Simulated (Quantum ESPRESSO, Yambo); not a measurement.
# SiH2C (chair-type functionalised monolayer): G0W0 with Yambo, start to end, part 2 of 3

Wanted: ground state, empty states, screening and self-energy for SiH2C (chair-type functionalised monolayer).

Quantum ESPRESSO 7.5 and Yambo 5.3.0; PBE and many-body steps on it, plane waves. Known limits of the many-body steps: not at the basis limit.

So far. Step 2 (Ground state): The gap is direct, at Γ. Step 3 (Bands along the symmetry lines): The gap is 4.049 eV, as in the run before at this level.

## (4) Empty states on the mesh, 9×9×1 mesh, 91 bands

Level of this step: DFT, PBE, plane waves, norm-conserving pseudopotentials (Quantum ESPRESSO).

The sums over transitions need many empty states on a uniform mesh; this step solves for them.

pw.in reads:

```
&control
  calculation = 'nscf'
  prefix = 'x'
  outdir = 'o'
  pseudo_dir = 'pseudo'
/
&system
  ibrav = 0
  nat = 4
  ntyp = 3
  ecutwfc = 74.0
  nbnd = 91
  force_symmorphic = .true.
/
&electrons
  conv_thr = 1e-9
  electron_maxstep = 80
  diago_full_acc = .true.
  diago_thr_init = 5e-6
/
ATOMIC_SPECIES
  C 12.011 C.upf
  Si 28.085 Si.upf
  H 1.008 H.upf
CELL_PARAMETERS angstrom
  3.1234134177 0.0000000001 0.0000000000
  -1.5617067089 2.7049553662 0.0000000000
  0.0000000000 0.0000000000 15.0000000000
ATOMIC_POSITIONS crystal
  C 0.3333333333 0.6666666667 0.5315532465
  Si 0.6666666667 0.3333333333 0.4933255844
  H 0.3333333333 0.6666666667 0.6052554017
  H 0.6666666667 0.3333333333 0.3934991007
K_POINTS automatic
  9 9 1 0 0 0
```

Started as:

```sh
$ OMP_NUM_THREADS=1 mpirun -n 4 pw.x -nk 4 -in pw.in > pw.out
```

Output:

```text
[banner, memory and clock lines left out]
Program PWSCF v.7.5 starts

     Atomic positions and unit cell read from directory:
     o/x.save/

     Message from routine setup:
     using ibrav=0 with symmetry is DISCOURAGED, use correct ibrav instead

     G-vector sticks info

     bravais-lattice index     =            0
     lattice parameter (alat)  =       5.9024  a.u.
     unit-cell volume          =     855.2192 (a.u.)^3
     number of atoms/cell      =            4
     number of atomic types    =            3
     number of electrons       =        10.00
     number of Kohn-Sham states=           91
     kinetic-energy cutoff     =      74.0000  Ry
     charge density cutoff     =     296.0000  Ry
     Exchange-correlation= PBE
                           (   1   4   3   4   0   0   0)

     celldm(1)=   5.902396  celldm(2)=   0.000000  celldm(3)=   0.000000
     celldm(4)=   0.000000  celldm(5)=   0.000000  celldm(6)=   0.000000

     crystal axes: (cart. coord. in units of alat)
               a(1) = (   1.000000   0.000000   0.000000 )
               a(2) = (  -0.500000   0.866025   0.000000 )
               a(3) = (   0.000000   0.000000   4.802438 )

     reciprocal axes: (cart. coord. in units 2 pi/alat)
               b(1) = (  1.000000  0.577350 -0.000000 )
               b(2) = ( -0.000000  1.154701  0.000000 )
               b(3) = (  0.000000 -0.000000  0.208228 )
     Pseudo is Norm-conserving + core correction, Zval =  4.0
     Generated using ONCVPSP code by D. R. Hamann
     Using radial grid of 1248 points,  4 beta functions with:
     Pseudo is Norm-conserving + core correction, Zval =  4.0
     Generated using ONCVPSP code by D. R. Hamann
     Using radial grid of 1510 points,  6 beta functions with:
     Pseudo is Norm-conserving, Zval =  1.0
     Generated using ONCVPSP code by D. R. Hamann
     Using radial grid of 1166 points,  3 beta functions with:
     C                 4.00    12.01100     C ( 1.00)
     Si                4.00    28.08500     Si( 1.00)
     H                 1.00     1.00800     H ( 1.00)

      6 Sym. Ops. (no inversion) found

   Cartesian axes

     site n.     atom                  positions (alat units)
         1        C      tau(   1) = (  -0.0000000   0.5773503   2.5527516  )
         2        Si     tau(   2) = (   0.5000000   0.2886751   2.3691656  )
         3        H      tau(   3) = (  -0.0000000   0.5773503   2.9067017  )
         4        H      tau(   4) = (   0.5000000   0.2886751   1.8897551  )

     number of k points=    12
                       cart. coord. in units 2pi/alat
        k(    1) = (   0.0000000   0.0000000   0.0000000), wk =   0.0246914
        k(    2) = (  -0.0000000   0.1283001   0.0000000), wk =   0.1481481
        k(    3) = (  -0.0000000   0.2566001   0.0000000), wk =   0.1481481
[...]
k(   11) = (   0.2222222   0.5132002   0.0000000), wk =   0.2962963
        k(   12) = (   0.3333333   0.5773503   0.0000000), wk =   0.0493827

     Dense  grid:    73325 G-vectors     FFT dimensions: (  36,  36, 160)

     The potential is recalculated from file :
     o/x.save/charge-density

     Starting wfcs are   10 randomized atomic wfcs +   81 random wfcs

     Band Structure Calculation

     End of band structure calculation

          k = 0.0000 0.0000 0.0000 (  9065 PWs)   bands (ev):

   -16.1287  -9.7596  -5.1103  -2.7567  -2.7567   1.2924   2.4614   2.9677
     3.6017   4.4914   5.2774   5.2774   6.7912   7.6752   9.6029  11.1427
    11.6915  11.6915  13.2418  14.3250  15.3420  15.3420  15.6264  17.6982
[...]
41.0611  41.2160  41.2160

          k =-0.0000 0.1283 0.0000 (  9134 PWs)   bands (ev):

[...]
40.4172  40.6226  40.8450

          k =-0.0000 0.2566 0.0000 (  9170 PWs)   bands (ev):

[...]
34.7654  34.8835  35.3847  35.7104  35.9997  36.6043  36.7652  37.8438
    38.4078  38.4454  38.9361  39.0913  39.4586  40.0413  40.9054  41.0453
    41.3835  41.4014  41.6984

          k =-0.0000 0.3849 0.0000 (  9206 PWs)   bands (ev):

     [... further k-points ...]

     highest occupied, lowest unoccupied level (ev):    -2.7567    1.2924

     XML data file, pseudopotentials, collected wavefunctions
```

Wall time 16 s (4 MPI ranks of Arm Neoverse V2, shared host); peak memory 0.56 GiB; 65 s of CPU time.

Numbers from this step:

- gap: 4.049 eV
- k of the valence top: 0, 0, 0
- k of the conduction bottom: 0, 0, 0
- least direct gap: 4.049 eV
- k points computed: 12
- lowest point of the top converged band, above the valence top: 43.60 eV

On this mesh the gap is 4.049 eV.

## (5) Conversion and set-up

This step: Yambo 5.3.0; conversion and set-up on PBE, plane waves, norm-conserving pseudopotentials.

The states are converted to the many-body program's format and the q mesh is built.

Started as:

```sh
$ (cd o/x.save; p2y > p2y.log; mv SAVE ../..); yambo > setup.log
```

Output:

```text
 Yambo, version 5.3.0

 [02] CORE Variables Setup
 =========================

  [02.01] Unit cells
  ==================

  Cell kind             :  HCP
  Atoms in the cell     :  C  Si  H
  number of C  atoms    :  1
  number of Si atoms    :  1
  number of H  atoms    :  2

  List of atomic masses
  Mass of C     :  12.01100
  Mass of Si    :  28.08500
  Mass of H     :  1.008000

  List of atomic coordinates    : [cc]
  C1       : -0.35811E-09   3.4077       15.067      order 1
  Si1       :   2.95120   1.70387  13.98375  order 2
  H1       : -0.35811E-09   3.4077       17.157      order 3
  H2       :   2.95120   1.70387  11.15408  order 4

  Alat factors          :   5.90240   5.11162  28.34589 [a.u.]
  Direct lattice volume :  855.2192 [a.u.]
  Direct lattice vectors:  A[ 1 ]  A[ 2 ]  A[ 3 ]
   A[ 1 ]:   1.0000      0.36969E-10   0.0000      [iru]
    5.9024      0.18897E-09   0.0000      [cc]
   A[ 2 ]: -0.500000  1.000000  0.000000  [iru]
  -2.951198  5.111625  0.000000  [cc]
   A[ 3 ]:  0.000000  0.000000  1.000000  [iru]
    0.00000   0.00000  28.34589  [cc]

  Recip. lattice volume :  0.290043 [a.u.]
  Recip. lattice vectors:  B[ 1 ]  B[ 2 ]  B[ 3 ]
   B[ 1 ]:  1.000000  0.500000  0.000000  [iku]
   1.064514  0.614598 -0.000000  [cc]
   B[ 2 ]: -0.36969E-10   1.0000       0.0000      [iku]
  -0.39354E-10   1.2292       0.0000      [cc]
   B[ 3 ]:  0.000000  0.000000  1.000000  [iku]
   0.000000 -0.000000  0.221661  [cc]

  [02.02] Symmetries
  ==================

  Inversion symmetry    : yes
  Spatial inversion     : no
  Inversion index       :   7
  K-space Time-reversal : yes
  Magnetic symmetries   : no
  Time-reversal derived K-space symmetries:   7  12
  Group table correct   : yes
  Symmetries units      :  [cc]

   [S  1]:   1.0000      0.46382E-26   0.0000      0.12993E-15   1.0000       0.0000       0.0000       0.0000       1.0000
   [S  2]: -0.500000  0.866025  0.000000 -0.866025 -0.500000  0.000000  0.000000  0.000000  1.000000
   [S  3]: -0.500000 -0.866025  0.000000  0.866025 -0.500000  0.000000  0.000000  0.000000  1.000000
   [S  4]:  -1.0000     -0.64033E-10   0.0000     -0.36969E-10   1.0000       0.0000       0.0000       0.0000       1.0000
   [S  5]:  0.500000  0.866025  0.000000  0.866025 -0.500000  0.000000  0.000000  0.000000  1.000000
   [S  6]:  0.500000 -0.866025  0.000000 -0.866025 -0.500000  0.000000  0.000000  0.000000  1.000000
   [S* 7]:  -1.0000     -0.46382E-26  -0.0000     -0.12993E-15  -1.0000      -0.0000      -0.0000      -0.0000      -1.0000
   [S* 8]:  0.500000 -0.866025 -0.000000  0.866025  0.500000 -0.000000 -0.000000 -0.000000 -1.000000
   [S* 9]:  0.500000  0.866025 -0.000000 -0.866025  0.500000 -0.000000 -0.000000 -0.000000 -1.000000
   [S*10]:   1.0000      0.64033E-10  -0.0000      0.36969E-10  -1.0000      -0.0000      -0.0000      -0.0000      -1.0000
[...]
WF components:   9134
  K [ 3]         [rlu]:  0.24949E-26  0.22222       0.0000
         WF components:   9170
[...]
K [ 8]         [rlu]:  0.111111  0.333333  0.000000
[...]
K [ 9]         [rlu]:  0.111111  0.444444  0.000000
[...]
K [10]         [rlu]:  0.222222  0.222222  0.000000
[...]
K [11]         [rlu]:  0.222222  0.333333  0.000000
         WF components:   9224
  K [12]         [rlu]:  0.333333  0.333333  0.000000
         WF components:   9162

  [02.05] Energies & Occupations
  ==============================

  [X] === General ===
  [X] Electronic Temperature                        :  0.000000  0.000000 [eV K]
  [X] Bosonic    Temperature                        :  0.000000  0.000000 [eV K]
  [X] Finite Temperature mode                       : no
  [X] El. density                                   :  0.78908E+23 [cm-3]
  [X] Fermi Level                                   : -2.756703 [eV]

  [X] === Gaps and Widths ===
  [X] Conduction Band Min                           :  4.049084 [eV]
  [X] Valence Band Max                              :  0.000000 [eV]
  [X] Filled Bands                                  :   5
  [X] Empty Bands                                   :    6   91
  [X] Direct Gap                                    :  4.049084 [eV]
  [X] Direct Gap localized at k                     :  1
  [X] Indirect Gap                                  :  4.049084 [eV]
  [X] Indirect Gap between kpts                     :  1  1
  [X] Last valence band width                       :  2.145483 [eV]
  [X] 1st conduction band width                     :  1.735676 [eV]

  E @ K [ 1]:  [eV]
   -13.3720     -7.00294     -2.35361    -0.510690E-8   0.00000      4.04908      5.21815      5.72444
[...]
occ @ K [ 1]
[...]
E @ K [ 2]:  [eV]
[...]
occ @ K [ 2]
[...]
E @ K [ 3]:  [eV]
[...]
occ @ K [ 3]
[...]
E @ K [ 8]:  [eV]
[...]
occ @ K [ 8]
[...]
E @ K [ 9]:  [eV]
[...]
occ @ K [ 9]
[...]
E @ K [10]:  [eV]
[...]
occ @ K [10]
[...]
E @ K [11]:  [eV]
[...]
occ @ K [11]
[...]
E @ K [12]:  [eV]
[...]
occ @ K [12]
   2.000000  2.000000  2.000000  2.000000  2.000000  0.000000  0.000000  0.000000
   0.000000  0.000000  0.000000  0.000000  0.000000  0.000000  0.000000  0.000000

 [03] Transferred momenta grid and indexing
 ==========================================

 IBZ Q-points                                      :  12
 BZ  Q-points                                      :   81

 K/Q-points units:
 rlu = crystal or reduced units; cc = cartesian coordinates; iku = interal k-units

 Q [ 1]         [rlu]:  0.000000  0.000000  0.000000
 Q [ 2]         [rlu]:  0.16671E-16  0.11111       0.0000
 Q [ 3]         [rlu]:  0.33341E-16  0.22222       0.0000
[...]
Q [ 8]         [rlu]:  0.111111  0.333333  0.000000
 Q [ 9]         [rlu]:  0.111111  0.444444  0.000000
 Q [10]         [rlu]:  0.222222  0.222222  0.000000
 Q [11]         [rlu]:  0.222222  0.333333  0.000000
 Q [12]         [rlu]:  0.333333  0.333333  0.000000

  [03.01] X indexes
  =================

   [03.01.01] Sigma indexes
   ========================

 [06] Game Over & Game summary
```

Wall time 2.8 s (1 MPI rank); peak memory 0.25 GiB.

(Part 2 of 3 ends here.)

[Paths, hosts, dates, memory and timing lines, banners, echoed tables and standing remarks are left out of the program output.]

[Logs are printed without paths, hosts, clocks, repeated set-up lines and the standing remarks that a program may print on its own settings, such as how far it seeks lower states.]

[Runs of the session that timed out or met a known fault of the program may be left out.]

[Hosts, paths, dates, database ids (printed as entryN), source tags and the programs' standing remarks are cut or masked in the printed files.]
